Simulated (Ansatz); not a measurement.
# 1T-HfO2 monolayer in a perpendicular field

Aim: how the 1T-HfO2 monolayer screens a field along its normal, and what the field does to its bands. A positive field points along +c.

Method: plane-wave DFT, PBE-D3(BJ), Ansatz PAW, in the first sound run; inputs show where later runs differ, in Ansatz 0.2.0.

**1. The structure**

The cell holds 3 atoms: 2 O and 1 Hf. Its edges and angles: a = 3.240 Å, b = 3.240 Å, c = 20.519 Å, α = 90.0°, β = 90.0°, γ = 120.0°. Vacuum lies along c.

**2. Relaxation**

The starting cell is a guess, so the in-plane lattice and the atoms are relaxed first, with the slab cut off from its images along the normal. The program lengthens the vector along the normal by itself, so c and the volume that it reports differ from the typed ones.

Input file input.yaml:

```yaml
crystal:
  lattice:
    - [3.24, 0.0, 0.0]
    - [-1.62, 2.8059223083, 0.0]
    - [0.0, 0.0, 20.5185908759]
  atoms:
    - { symbol: O, position: [0.6666666667, 0.3333333333, 0.4386266121] }
    - { symbol: Hf, position: [0.0, 0.0, 0.5] }
    - { symbol: O, position: [0.3333333333, 0.6666666667, 0.5613733879] }
  periodic: [true, true, false]
kpoints:
  mp_grid: { grid: [12, 12, 1] }
hamiltonian:
  xc: pbe
  dispersion: d3bj
scf:
  occupations: { method: fermi_dirac, width: 0.05 }
  convergence: { dr2_threshold: 1.0e-09 }
relax:
  f_tol: 0.004
  max_steps: 90
  cell: {}
output:
  write_potential: true
  write_density: true
  volumetric_format: npy
```

Started as:

```console
> ansatz run input.yaml --threads 2 --pin off --max-ram 3072MiB --backend cpu --events-out ev --progress --plain --runs-dir out
```

Numbers of over 12 decimals in the logs are rounded to 6 here.

Log:

```text
Warning: crystal.periodic: the lattice vector that does not repeat stood 0.000° off the slab's normal, 20.519 Å along it as the deck builds it. The run solves the slab on a vector along the normal, 28.837 Å long, with every atom where it was (on the deck's vector they left 18.00 Å outside them, and the widest stretch free of ions among them is 1.26 Å). A fractional position that the run reports is one of the run's ce [...]
Warning: relax.cell: scf.convergence.dr2_threshold = 1e-9 eV is looser than the 1.91430159925e-10 eV advised for a relaxation that steers and ends on the stress (1e-10 eV for each atom of the cell: 3, times the square of relax.cell.stress_2d_tol = 0.05 N/m over 12.5 Å (the atoms' height at the walk's start and 5 Å past either face), 3.994e-2 GPa, over a crystal's default 0.05). What an SCF threshold leaves in a stress goes as its square root, and in the free energy as the threshold itself, and one threshold admits the most on a small cell: [figures from the program's tests cut] Set scf.convergence.dr2_threshold to 1.91430159925e-10 eV or tighter. [rest of the remark cut]
crystal.periodic: the lattice vector that does not repeat stood 0.000° off the slab's normal, 20.519 Å along it as the deck builds it. The run solves the slab on a vector along the normal, 28.837 Å long, with every atom where it was (on the deck's vector they left 18.00 Å outside them, and the widest stretch free of ions among them is 1.26 Å). A fractional position that the run reports is one of the run's cell, which [...]
Engine: ansatz 0.2.0, x86_64-unknown-linux-gnu
Pseudopotentials: kind: paw
Pseudopotential: O, paw, valence charge 6, recommended cutoff 420 eV (normal), O.paw.azcp
Pseudopotential: Hf, paw, valence charge 26, recommended cutoff 420 eV (normal), Hf.paw.azcp
Functional definition: PBE
  parameter kappa = 0.804
  parameter beta = 0.066725
  exchange = pbe_x(kappa = kappa, mu = beta*pi^2/3)
  correlation = pbe_c(beta = beta)
Crystal: 3 atoms, lattice volume = 262.164 Å³
Basis set: ecut = 420 eV, 5221 PW (Γ), exchange–correlation on 48×48×400 points (8 copies of the dense FFT grid, shifted against one another)
Bands: 23, of which v1, the nominal top of the filled ones, is band 19 counted from 1 (18 counted from 0)
Symmetry: 12 space group operations
Space group: P-3m1 (ITA 164), of the structure as read, at distance tolerance 6.4e-5 Å
k-points: 19 of 144
Non-local potential: O, projectors of the file, l = 0: 2, l = 1: 2, l = 2: 1
Non-local potential: Hf, projectors of the file, l = 0: 3, l = 1: 2, l = 2: 2, l = 3: 3
PAW form: soft (Blöchl's): semilocal exchange-correlation on the pseudo side does not see the compensation charge
PAW one-centre angular grid: O, 110 points (default); XC on 64 Gauss nodes
PAW one-centre angular grid: Hf, 590 points (default); XC on 64 Gauss nodes
Initial density: superposition of atomic densities (neutral atoms: chi_scale 0, normalization atom), corrected by the library's trained network
Initial wavefunctions: pseudopotential atomic-orbital guess
Functional: x = pbe(κ = 0.804, μ = 0.219515), c = pbe(β = 0.066725)
SCF iter   1: F=—  HF=-16860.073098 eV  |F-HF|=—  |Δ(HF+E_count)|=         —  Δρ=1.96e-3  dr2=1.34e-2  ethr=1.77e-3  ⟨swp⟩=12.1  Hψ=3179  notcnv=0
preconditioner: auto → Resta (q_TF=auto, 1.977 Å⁻¹)  ε∞=1.7  [insulator: Δε(μ)=3.186 eV  Ē_g=17.059 eV  σ=0.050 eV  W_gap=1.00  n_scr=18 (ndim 8)  ℏωp=13.8 eV  f_vac=0.817  D(μ)=0.00/eV (n_scr^D=0)  ε∞_Penn≈1.7  vacuum switching on, ρ_ref=2.1e-2 e/Å³]
SCF iter   2: F=—  HF=-16860.073376 eV  |F-HF|=—  |Δ(HF+E_count)|=   2.78e-4  Δρ=1.81e-3  dr2=8.30e-3  ethr=3.52e-5  ⟨swp⟩=3.6  Hψ=1258  notcnv=0
SCF iter   3: F=—  HF=-16860.071908 eV  |F-HF|=—  |Δ(HF+E_count)|=   1.47e-3  Δρ=4.68e-4  dr2=5.20e-4  ethr=2.18e-5  ⟨swp⟩=2.9  Hψ=809  notcnv=0
SCF iter   4: F=—  HF=-16860.072446 eV  |F-HF|=—  |Δ(HF+E_count)|=   5.37e-4  Δρ=9.03e-5  dr2=1.61e-5  ethr=1.37e-6  ⟨swp⟩=3.8  Hψ=1105  notcnv=0
SCF iter   5: F=—  HF=-16860.072546 eV  |F-HF|=—  |Δ(HF+E_count)|=   1.00e-4  Δρ=2.91e-5  dr2=1.37e-6  ethr=4.24e-8  ⟨swp⟩=3.4  Hψ=1015  notcnv=0
SCF iter   6: F=—  HF=-16860.072404 eV  |F-HF|=—  |Δ(HF+E_count)|=   1.42e-4  Δρ=6.92e-6  dr2=7.26e-8  ethr=3.61e-9  ⟨swp⟩=3.3  Hψ=1028  notcnv=0
SCF iter   7: F=—  HF=-16860.072405 eV  |F-HF|=—  |Δ(HF+E_count)|=   1.69e-7  Δρ=1.70e-6  dr2=3.73e-9  ethr=1.91e-10  ⟨swp⟩=3.5  Hψ=1099  notcnv=0
SCF iter   8: F=-16860.072405 eV  HF=-16860.072405 eV  |F-HF|=3.36e-9  |Δ(HF+E_count)|=   5.39e-8  Δρ=4.82e-7  dr2=2.97e-10  ethr=2.63e-12  ⟨swp⟩=12.8  Hψ=3905  notcnv=0
SCF 1 converged in 8 iterations: F = -16860.072405 eV  dr2 = 2.97e-10
  greatest PAW one-centre occupation: 0.999 electrons in one spin orbital (limit 2), on the Hf atom at site 1 (counted from 0), in its partial waves of l = 0
relax step   1: F+E_penalty+E_count = -16860.07240468 eV  Δ(F+E_penalty+E_count) = +0.000e0 eV  max|allowed force component| = 4.062e0 eV/Å  Δτ_max = 0.0000 Å  P = -7.568 N/m  Ω = 262.164 Å³  fix = [c, alpha, beta]  reactions: c -0.000 N/m  (8 SCF iters, accepted)
Crystal: 3 atoms, lattice volume = 261.180 Å³
Basis set: ecut = 420 eV, 5185 PW (Γ), exchange–correlation on 48×48×400 points (8 copies of the dense FFT grid, shifted against one another)
Initial density: handed on by an earlier stage of this run
Initial wavefunctions: those handed on with the density
iter 1 solved again at ethr=1.30e-3 eV; its pass at ethr=3.10e-3 eV (dr2=4.93e-1 eV) is discarded
SCF iter   1: F=—  HF=-16861.385709 eV  |F-HF|=—  |Δ(HF+E_count)|=         —  Δρ=1.31e-2  dr2=5.01e-1  ethr=1.30e-3  ⟨swp⟩=2.0  Hψ=3552  notcnv=0
preconditioner: auto → Resta (q_TF=auto, 1.979 Å⁻¹)  ε∞=1.6  [insulator: Δε(μ)=4.463 eV  Ē_g=17.696 eV  σ=0.050 eV  W_gap=1.00  n_scr=18 (ndim 8)  ℏωp=13.8 eV  f_vac=0.826  D(μ)=0.00/eV (n_scr^D=0)  ε∞_Penn≈1.6  vacuum switching on, ρ_ref=2.3e-2 e/Å³]
SCF iter   2: F=—  HF=-16861.199297 eV  |F-HF|=—  |Δ(HF+E_count)|=   1.86e-1  Δρ=3.76e-3  dr2=5.16e-2  ethr=1.30e-3  ⟨swp⟩=4.1  Hψ=999  notcnv=0
SCF iter   3: F=—  HF=-16861.191819 eV  |F-HF|=—  |Δ(HF+E_count)|=   7.48e-3  Δρ=2.72e-3  dr2=1.75e-2  ethr=1.36e-4  ⟨swp⟩=3.9  Hψ=1080  notcnv=0
SCF iter   4: F=—  HF=-16861.187630 eV  |F-HF|=—  |Δ(HF+E_count)|=   4.19e-3  Δρ=8.46e-4  dr2=6.19e-4  ethr=4.61e-5  ⟨swp⟩=3.0  Hψ=925  notcnv=0
SCF iter   5: F=—  HF=-16861.187740 eV  |F-HF|=—  |Δ(HF+E_count)|=   1.10e-4  Δρ=2.33e-4  dr2=6.31e-5  ethr=1.63e-6  ⟨swp⟩=3.5  Hψ=1066  notcnv=0
SCF iter   6: F=—  HF=-16861.187787 eV  |F-HF|=—  |Δ(HF+E_count)|=   4.77e-5  Δρ=3.15e-5  dr2=1.41e-6  ethr=1.66e-7  ⟨swp⟩=3.3  Hψ=894  notcnv=0
[...]
SCF iter   2: F=—  HF=-16861.307899 eV  |F-HF|=—  |Δ(HF+E_count)|=   7.17e-2  Δρ=1.88e-3  dr2=1.42e-2  ethr=4.69e-4  ⟨swp⟩=4.3  Hψ=1035  notcnv=0
SCF iter   3: F=—  HF=-16861.304666 eV  |F-HF|=—  |Δ(HF+E_count)|=   3.23e-3  Δρ=1.18e-3  dr2=3.19e-3  ethr=3.73e-5  ⟨swp⟩=3.5  Hψ=1056  notcnv=0
SCF iter   4: F=—  HF=-16861.303940 eV  |F-HF|=—  |Δ(HF+E_count)|=   7.25e-4  Δρ=3.90e-4  dr2=1.38e-4  ethr=8.40e-6  ⟨swp⟩=3.1  Hψ=843  notcnv=0
SCF iter   5: F=—  HF=-16861.303951 eV  |F-HF|=—  |Δ(HF+E_count)|=   1.02e-5  Δρ=1.26e-4  dr2=1.94e-5  ethr=3.64e-7  ⟨swp⟩=3.6  Hψ=1023  notcnv=0
SCF iter   6: F=—  HF=-16861.303978 eV  |F-HF|=—  |Δ(HF+E_count)|=   2.72e-5  Δρ=2.56e-5  dr2=1.17e-6  ethr=5.10e-8  ⟨swp⟩=3.2  Hψ=1036  notcnv=0
SCF iter   7: F=—  HF=-16861.303841 eV  |F-HF|=—  |Δ(HF+E_count)|=   1.37e-4  Δρ=5.44e-6  dr2=5.54e-8  ethr=3.09e-9  ⟨swp⟩=3.5  Hψ=1078  notcnv=0
SCF iter   8: F=—  HF=-16861.303841 eV  |F-HF|=—  |Δ(HF+E_count)|=   1.08e-8  Δρ=1.69e-6  dr2=6.98e-9  ethr=1.46e-10  ⟨swp⟩=3.7  Hψ=1087  notcnv=0
SCF iter   9: F=-16861.303841 eV  HF=-16861.303841 eV  |F-HF|=5.46e-10  |Δ(HF+E_count)|=  9.46e-10  Δρ=5.56e-7  dr2=6.23e-10  ethr=2.63e-12  ⟨swp⟩=13.1  Hψ=3914  notcnv=0
SCF 3 converged in 9 iterations: F = -16861.303841 eV  dr2 = 6.23e-10
relax step   3: F+E_penalty+E_count = -16861.30384134 eV  Δ(F+E_penalty+E_count) = -1.162e-1 eV  max|allowed force component| = 4.046e-1 eV/Å  Δτ_max = 0.1050 Å  P = +2.349 N/m  Ω = 259.521 Å³  energy of the carried Pulay correction = +1.759e-3 eV  fix = [c, alpha, beta]  reactions: c +0.000 N/m  (9 SCF iters, accepted)
[...]
relax step   4: F+E_penalty+E_count = -16861.31472132 eV  Δ(F+E_penalty+E_count) = -1.088e-2 eV  max|allowed force component| = 3.268e-2 eV/Å  Δτ_max = 0.0150 Å  P = -0.197 N/m  Ω = 262.832 Å³  energy of the carried Pulay correction = -4.417e-4 eV  fix = [c, alpha, beta]  reactions: c -0.000 N/m  (8 SCF iters, accepted)
[...]
relax step   5: F+E_penalty+E_count = -16861.31499315 eV  Δ(F+E_penalty+E_count) = -2.718e-4 eV  max|allowed force component| = 1.057e-3 eV/Å  Δτ_max = 0.0011 Å  P = -0.007 N/m  Ω = 262.565 Å³  energy of the carried Pulay correction = -2.652e-4 eV  fix = [c, alpha, beta]  reactions: c -0.000 N/m  (6 SCF iters, accepted)
Initial wavefunctions: pseudopotential atomic-orbital guess (no wavefunctions were taken with the density)
iter 1 solved again at ethr=6.55e-8 eV; its pass at ethr=3.10e-3 eV (dr2=2.49e-5 eV) is discarded
SCF iter   1: F=—  HF=-16861.315415 eV  |F-HF|=—  |Δ(HF+E_count)|=         —  Δρ=7.52e-6  dr2=2.01e-8  ethr=6.55e-8  ⟨swp⟩=6.7  Hψ=5339  notcnv=0
preconditioner: auto → Resta (q_TF=auto, 1.977 Å⁻¹)  ε∞=1.6  [insulator: Δε(μ)=4.837 eV  Ē_g=17.688 eV  σ=0.050 eV  W_gap=1.00  n_scr=18 (ndim 8)  ℏωp=13.7 eV  f_vac=0.831  D(μ)=0.00/eV (n_scr^D=0)  ε∞_Penn≈1.6  vacuum switching on, ρ_ref=2.3e-2 e/Å³]
SCF iter   2: F=—  HF=-16861.315302 eV  |F-HF|=—  |Δ(HF+E_count)|=   1.12e-4  Δρ=3.91e-6  dr2=1.53e-8  ethr=5.30e-11  ⟨swp⟩=4.9  Hψ=1520  notcnv=0
SCF iter   3: F=—  HF=-16861.315307 eV  |F-HF|=—  |Δ(HF+E_count)|=   4.32e-6  Δρ=2.25e-6  dr2=1.85e-9  ethr=4.01e-11  ⟨swp⟩=3.1  Hψ=870  notcnv=0
iter 4 met the thresholds in force, and the SCF goes on: an eigenvalue changes by 1.16 meV, over its tolerance of 1.14 meV (output.eigenvalues, Limitations)
SCF iter   4: F=-16861.315311 eV  HF=-16861.315309 eV  |F-HF|=1.34e-6  |Δ(HF+E_count)|=   2.73e-6  Δρ=9.39e-7  dr2=3.18e-10  ethr=2.63e-12  ⟨swp⟩=19.9  Hψ=4371  notcnv=0
iter 5 met the thresholds in force, and the SCF goes on: an eigenvalue changes by 1.39 meV, over its tolerance of 1.06 meV (output.eigenvalues, Limitations)
SCF iter   5: F=-16861.315311 eV  HF=-16861.315311 eV  |F-HF|=2.24e-7  |Δ(HF+E_count)|=   1.11e-6  Δρ=2.75e-7  dr2=7.50e-11  ethr=1.00e-12  ⟨swp⟩=10.0  Hψ=3422  notcnv=0
Mixer restart at iter 5: flushing history
SCF iter   6: F=-16861.315311 eV  HF=-16861.315311 eV  |F-HF|=2.33e-10  |Δ(HF+E_count)|=   2.24e-7  Δρ=3.02e-7  dr2=2.76e-10  ethr=1.00e-12  ⟨swp⟩=9.9  Hψ=3564  notcnv=0
SCF 6 converged in 6 iterations: F = -16861.315311 eV  dr2 = 2.76e-10
relax step   6: F+E_penalty+E_count = -16861.31531079 eV  Δ(F+E_penalty+E_count) = -3.176e-4 eV  max|allowed force component| = 1.032e-3 eV/Å  Δτ_max = 0.0000 Å  P = +0.008 N/m  Ω = 262.565 Å³  fix = [c, alpha, beta]  reactions: c +0.000 N/m  stress off target by 8.01e-3 N/m on what of the cell is left free  SCF on the basis re-selected at this cell (its energy is not comparable with the rows above)  (6 SCF iters)
basis re-selected at this cell: Δ(F+E_penalty+E_count) = -3.176e-4 eV, ΔP = +0.015 N/m vs the last step (what re-selecting the basis moved, of the pressure what is left beyond the Pulay correction that the steps carried, after the strain that the cell walked since its last selection, with what the two solves' SCF thresholds leave and, on support functions, any second-order correction that the steps lacked; it is no m [...]
WARN: The output density's exchange-correlation potential varies sharply where the density is thin. Do not read a vacuum level from v_tot or v_xc, or from such a field of the output density. On a cell that repeats whose density bears no net charge and no dipole along the vacuum's axis use v_es (v_loc + v_h of the components); under efield.dipole_correction with no amplitude use v_es + v_field, which holds any externa [...]
SCF converged after 6 iterations
an eigenvalue changed by more than its tolerance at an iteration that met the thresholds in force, so the SCF went on 2 times, its first undamped step at iteration 5: the last check found none over its tolerance
Free energy (F): -16861.315311 eV
Harris-Foulkes:  -16861.315311 eV  (|F-HF|=2.33e-10)
Internal energy: -16861.315311 eV  (E = F + TS)
E sigma→0 (E₀):  -16861.315311 eV
Fermi energy:    -5.424649 eV
--- Per-component energies (eV) ---
  E_band       = -817.359701
  E_kinetic    = 770.135331
  E_local      = -97469.999741  (includes V_loc(G=0)·N_el)
  E_nonlocal   = -1147.054509
  E_hartree    = 48064.942166
  E_xc         = -447.071609
  E_vxc        = -453.719366  (∫ρ·V_xc dr)
  E_paw        = -7243.289012  (= ΣΔE_a)
  E_vpaw       = 1353.390915  (= ΣTr[D̂ρ^β])
  E_aug_tail   = 0.004923  (compensation charges beyond the density's cutoff)
  E_ewald      = 40611.337960
  E_disp       = -0.320820  (pairwise vdW)
  E_smearing   = -0.000000  (= −TS)
  E_closure    = -0.000000  (closes the sum)
  Σ components = -16861.315311   (vs F -16861.315311, Δ=0.00e0)
--- Forces (eV/Å), atoms counted from 1 ---
  atom   1  O      0.00000000     0.00000000     0.00103155
  atom   2  Hf     0.00000000     0.00000000     0.00000000
  atom   3  O      0.00000000    -0.00000000    -0.00103155
  max |Σ_I F_I| component: 2.17e-19 eV/Å
--- 2D stress c σ (N/m, compression-positive) ---
        0.008010      -0.000000       0.000000
       -0.000000       0.008010      -0.000000
        0.000000      -0.000000       0.000000
  P = ½ c Tr σ = 0.0080 N/m
--- Band table (eV; the first three rows and the last of 19) ---
  k-point 0: bands = [... 15 lower, -11.0951, -8.4555, -8.0729, -8.0729, -2.7111, -2.7111, -2.3373, -0.5447]
  k-point 1: bands = [... 15 lower, -11.0130, -8.4273, -8.2967, -8.1753, -2.7218, -2.5455, -2.1232, -0.4765]
  k-point 2: bands = [... 15 lower, -10.8050, -9.0364, -8.4178, -8.1072, -2.7841, -2.1235, -1.6912, -0.3271]
  k-point 18: bands = [... 15 lower, -10.7142, -8.9599, -8.9599, -8.5221, -2.7746, -1.4492, -1.4492, 2.1781]
--- Relaxed structure (5 steps of the walk, 5 accepted, 1 SCFs on fresh bases) ---
  F+E_penalty+E_count = -16861.31531079 eV   max|allowed force component| = 1.032e-3 eV/Å   (the final SCF, on the basis selected at the relaxed cell)
  cell:  # Å, volume = 262.5651 Å³
    - [3.242476, 0, 0]
    - [-1.621238, 2.808067, 0]
    - [0, 0, 28.837182]
  atoms:
    - { symbol: O, position: [0.666667, 0.333333, 0.322012] }
    - { symbol: Hf, position: [0, 0, 0.355766] }
    - { symbol: O, position: [0.333333, 0.666667, 0.389520] }
```

Elapsed: 40 s, on 2 threads of AMD EPYC 7R43, shared host; peak memory 0.59 GiB; 74 s of CPU time.

Relaxation path:

```csv
step,energy less that of the first step (eV),largest force component (eV/Å),volume (Å³)
1,0.0000,4.0618,262.16
2,-1.1152,1.4389,261.18
3,-1.2314,0.4046,259.52
4,-1.2423,0.0327,262.83
5,-1.2426,0.0011,262.57
6*,-1.2429,0.0010,262.57
```

Relaxation steps marked * repeat the geometry before them on a plane-wave basis chosen anew for their cell, so energy and pressure can jump there.

Forces are held to the 12 operations that the run works with; a distortion that breaks them can't arise in this run.

```csv
cell as run,before,after,change
a (Å),3.240,3.242,+0.1 %
b (Å),3.240,3.242,+0.1 %
```

The atoms that moved most (Å, along periodic axes as changes of fractional coordinates times the final cell, across vacuum about the mean position):

```csv
atom,dx,dy,dz,length
O1,0.000,0.000,0.286,0.286
O3,0.000,0.000,-0.286,0.286
```

The relaxed structure:

```cif
data_structure
_symmetry_space_group_name_H-M 'P 1'
_symmetry_Int_Tables_number 1
_cell_length_a 3.2425
_cell_length_b 3.2425
_cell_length_c 28.8372
_cell_angle_alpha 90.000
_cell_angle_beta 90.000
_cell_angle_gamma 120.000
_cell_volume 262.57
loop_
_atom_site_label
_atom_site_type_symbol
_atom_site_fract_x
_atom_site_fract_y
_atom_site_fract_z
_atom_site_occupancy
O1 O 0.66667 0.33333 0.32201 1
Hf2 Hf 0.00000 0.00000 0.35577 1
O3 O 0.33333 0.66667 0.38952 1
```

Numbers from this step:

```
gap on the k-mesh : 4.837 eV
```

The lattice constant a goes from 3.240 to 3.242 Å.

(Part 1 of 3 ends here.)

[Logs are printed without paths, hosts, clocks, repeated set-up lines and the standing remarks that a program may print on its own settings, such as how far it seeks lower states.]

[Hosts, paths, dates, database ids (printed as entryN), source tags and the programs' standing remarks are cut or masked in the printed files.]

[Maps of the electrostatic potential energy from Ansatz leave out the sawtooth potential of an applied field or a dipole correction, so their vacuum need not be flat; planar profiles and work functions include it.]
